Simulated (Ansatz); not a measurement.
# Compressing and expanding glassy Ca3Al2Si3O12 (160 atoms), part 3 of 3

Aim: relax glassy Ca3Al2Si3O12 (160 atoms), then change its volume to read the bulk modulus from the stress.

Ansatz 0.2.0; Kohn-Sham DFT, PBE, PAW (set soft_2), plane waves.

The cell: 16 Al, 24 Ca, 96 O and 24 Si. The quench rate of 20 K/ps far exceeds what a furnace or splat quench reaches. The network of bonds at the start is that of the classical potential that made the cell. Only the Γ point is sampled.

So far. Step 7 (Volume -6 %): The relaxation converged after 9 steps, 2.03 eV below its start, with a largest force component of 0.044 eV/Å. Step 7 (Volume -6 %): Volume -6 %: the energy stands 1.80 eV above that of the reference, at a pressure of 4.69 GPa.

**8. Volume +6 %**

The relaxed cell is scaled to another volume.

Input and log are left out; they have the form of those shown for this kind of step.

Wall time 11 min (4 threads of Arm Neoverse V1, shared host); peak memory 3.6 GiB.

The relaxation was stopped at its limit after 10 steps, 1.82 eV below its start, with a largest force component of 0.16 eV/Å.

Volume +6 %: the energy stands 1.30 eV above that of the reference.

**9. Volume -10 %**

The relaxed cell is scaled to another volume.

The input, input.yaml:

```yaml
crystal:
  lattice:
    - [12.48637, 0.11681, -0.01487]
    - [0.11681, 12.41642, -0.07229]
    - [-0.01487, -0.07229, 12.32347]
  atoms:
    [... the 160 atom lines of step 4 ...]
kpoints:
  mp_grid: { grid: [1, 1, 1] }
hamiltonian:
  xc: pbe
scf:
  occupations: { method: gaussian, width: 0.05 }
output:
  forces: true
  eigenvalues: true
  stress: true
relax:
  f_tol: 0.05
  max_steps: 70
```

Run with:

```bash
ansatz run input.yaml --threads 4 --pin off --max-ram 8192MiB --backend cpu --events-out ev --progress --plain --runs-dir out
```

Numbers of over 12 decimals in the logs are rounded to 6 here.

Output:

```text
Warning: output.stress: scf.convergence.dr2_threshold = 1e-7 eV (the SCF's general default) is looser than the 1.08e-8 eV advised for a printed stress (1e-10 eV for each atom of the cell: 160, of which 108 are counted). What an SCF threshold leaves in a stress goes as its square root, and in the free energy as the threshold itself, and one threshold admits the most on a small cell: [...]
[...]
Pseudopotentials: kind: paw
Pseudopotential: Al, paw, valence charge 3, recommended cutoff 420 eV (normal), Al.paw.azcp
Pseudopotential: Ca, paw, valence charge 10, recommended cutoff 420 eV (normal), Ca.paw.azcp
Pseudopotential: O, paw, valence charge 6, recommended cutoff 420 eV (normal), O.paw.azcp
Pseudopotential: Si, paw, valence charge 4, recommended cutoff 420 eV (normal), Si.paw.azcp
[...]
Crystal: 160 atoms, lattice volume = 1910.346 Å³
Basis set: ecut = 420 eV, 37341 PW (Γ), exchange–correlation on 180×180×180 points (8 copies of the dense FFT grid, shifted against one another)
Bands: 640, of which v1, the nominal top of the filled ones, is band 480 counted from 1 (479 counted from 0)
Symmetry: 1 space group operations
Space group: P1 (ITA 1), of the structure as read, at distance tolerance 1.2e-4 Å
k-points: 1
[...]
Initial density: superposition of atomic densities (neutral atoms: chi_scale 0, normalization atom), corrected by the library's trained network
Initial wavefunctions: pseudopotential atomic-orbital guess
[...]
SCF iter   1: F=—  HF=-122150.071399 eV  |F-HF|=—  |Δ(HF+E_count)|=         —  Δρ=2.39e-3  dr2=1.23e-1  ethr=1.77e-3  ⟨swp⟩=6.0  Hψ=2835  notcnv=0  defer=131
preconditioner: auto → Resta (q_TF=auto, 2.433 Å⁻¹)  ε∞=3.4  [insulator: Δε(μ)=4.332 eV  Ē_g=16.418 eV  σ=0.050 eV  W_gap=1.00  n_scr=460 (ndim 8)  ℏωp=25.7 eV  f_vac=0.065  D(μ)=0.00/eV (n_scr^D=0)  ε∞_Penn≈3.4]
[...]
SCF iter   5: F=—  HF=-122150.079206 eV  |F-HF|=—  |Δ(HF+E_count)|=   1.03e-4  Δρ=8.39e-5  dr2=1.29e-4  ethr=5.72e-8  ⟨swp⟩=2.0  Hψ=972  notcnv=0  defer=156
SCF iter   6: F=-122150.079230 eV  HF=-122150.079231 eV  |F-HF|=8.84e-7  |Δ(HF+E_count)|=   2.52e-5  Δρ=3.60e-5  dr2=2.19e-5  ethr=6.51e-9  ⟨swp⟩=14.0  Hψ=4175  notcnv=0
SCF 1 converged in 6 iterations: F = -122150.079230 eV  dr2 = 2.19e-5
[...]
relax step   1: F+E_penalty+E_count = -122150.07923039 eV  Δ(F+E_penalty+E_count) = +0.000e0 eV  max|allowed force component| = 2.066e0 eV/Å  Δτ_max = 0.0000 Å  (6 SCF iters, dr2 threshold 6.25e-5 eV, accepted)
[...]
relax step   2: F+E_penalty+E_count = -122153.51642373 eV  Δ(F+E_penalty+E_count) = -3.437e0 eV  max|allowed force component| = 1.091e0 eV/Å  Δτ_max = 0.1029 Å  (7 SCF iters, dr2 threshold 1.00e-4 eV, accepted)
[...]
relax step   5: F+E_penalty+E_count = -122156.09167779 eV  Δ(F+E_penalty+E_count) = -1.131e-1 eV  max|allowed force component| = 3.395e-1 eV/Å  Δτ_max = 0.2000 Å  (7 SCF iters, dr2 threshold 3.64e-5 eV, accepted)
[...]
Step cancelled. What follows is not a result of the run: it is the report of the last solve that finished, which converged after 7 SCF iterations.
Free energy (F): -122156.091678 eV
Harris-Foulkes:  -122156.091669 eV  (|F-HF|=9.13e-6)
Internal energy: -122156.091678 eV  (E = F + TS)
E sigma→0 (E₀):  -122156.091678 eV
Fermi energy:    8.185301 eV
--- Per-component energies (eV) ---
[...]
Σ components = -122156.091678   (vs F -122156.091678, Δ=0.00e0)
--- Forces (eV/Å), atoms counted from 1 ---
  atom   1  Al    -0.04798831    -0.11816391     0.08640153
  atom   2  Al     0.04631139     0.07781438     0.07686317
  atom   3  Al     0.17154674     0.02342124    -0.06589934
  atom   4  Al    -0.08972273     0.10313698     0.03011902
[...]
atom 160  Si    -0.06730243    -0.07266058     0.01475670
  max |Σ_I F_I| component: 2.37e-3 eV/Å
--- Band table (eV) ---
  k-point 0: bands = ["-32.6482", "-32.4881", "-32.4092", "-32.3073", [... 624 levels ...], "15.0387", "15.0553", "15.0663", "15.0994", "15.1070", "15.1201", "15.1584", "15.1973", "15.2149", "15.2394", "15.2551", "15.2807"]
End of that report.
Error: SIGTERM received: cancelled by the caller after 1 completed SCF iterations
```

The job ended after 4.7 min (4 threads of Arm Neoverse V1, shared host; peak memory 3.2 GiB).

The relaxation was stopped at its limit after 5 steps, 6.01 eV below its start, with a largest force component of 0.34 eV/Å.

Volume -10 %: the energy stands 5.41 eV above that of the reference.

**10. Pressure against volume**

Atoms are relaxed at each volume, in the scaled cell.

| volume change (%) | volume (Å³/atom) | energy change (meV/atom) | pressure (GPa) | largest move on relaxing (Å) | bonds | gap (eV) |
| --- | --- | --- | --- | --- | --- | --- |
| -6 | 12.470 | 11.23 | 4.69 | 0.32 | 315 | 3.86 |
| -3 | 12.868 | 2.73 | 2.23 | 0.13 | 308 | 3.78 |
| +0 | 13.266 | 0.00 | 0.00 | - | 307 | 3.72 |
| +3 | 13.664 | 2.33 | -1.80 | 0.21 | 304 | 3.69 |

**11. Findings**

The bulk modulus, from the slope of pressure against ln V over the three points nearest the relaxed volume, is 67.2 GPa; a quadratic over all points gives a pressure derivative of about 4.2. The count of bonds runs from 304 to 315 over the series, so at some points contacts cross the cutoffs. The gap goes from 3.86 eV at the smallest volume to 3.69 eV at the largest, -1.9 eV per unit of ln V by a straight line, on the run's k-points.

Caveats: Strains are finite and relaxations stop at the force tolerance of the input, which can leave moduli too stiff; they are those of a static cell at zero temperature. Volumes are changed with the cell's shape held, so in an anisotropic solid the modulus lies over the one under free hydrostatic load. The program notes that the SCF threshold of the relaxations is loose for the stress.

The DFT runs together took 54 min of wall time.

[Logs are printed without paths, hosts, clocks, repeated set-up lines and the standing remarks that a program may print on its own settings, such as how far it seeks lower states.]

[Hosts, paths, dates, database ids (printed as entryN), source tags and the programs' standing remarks are cut or masked in the printed files.]
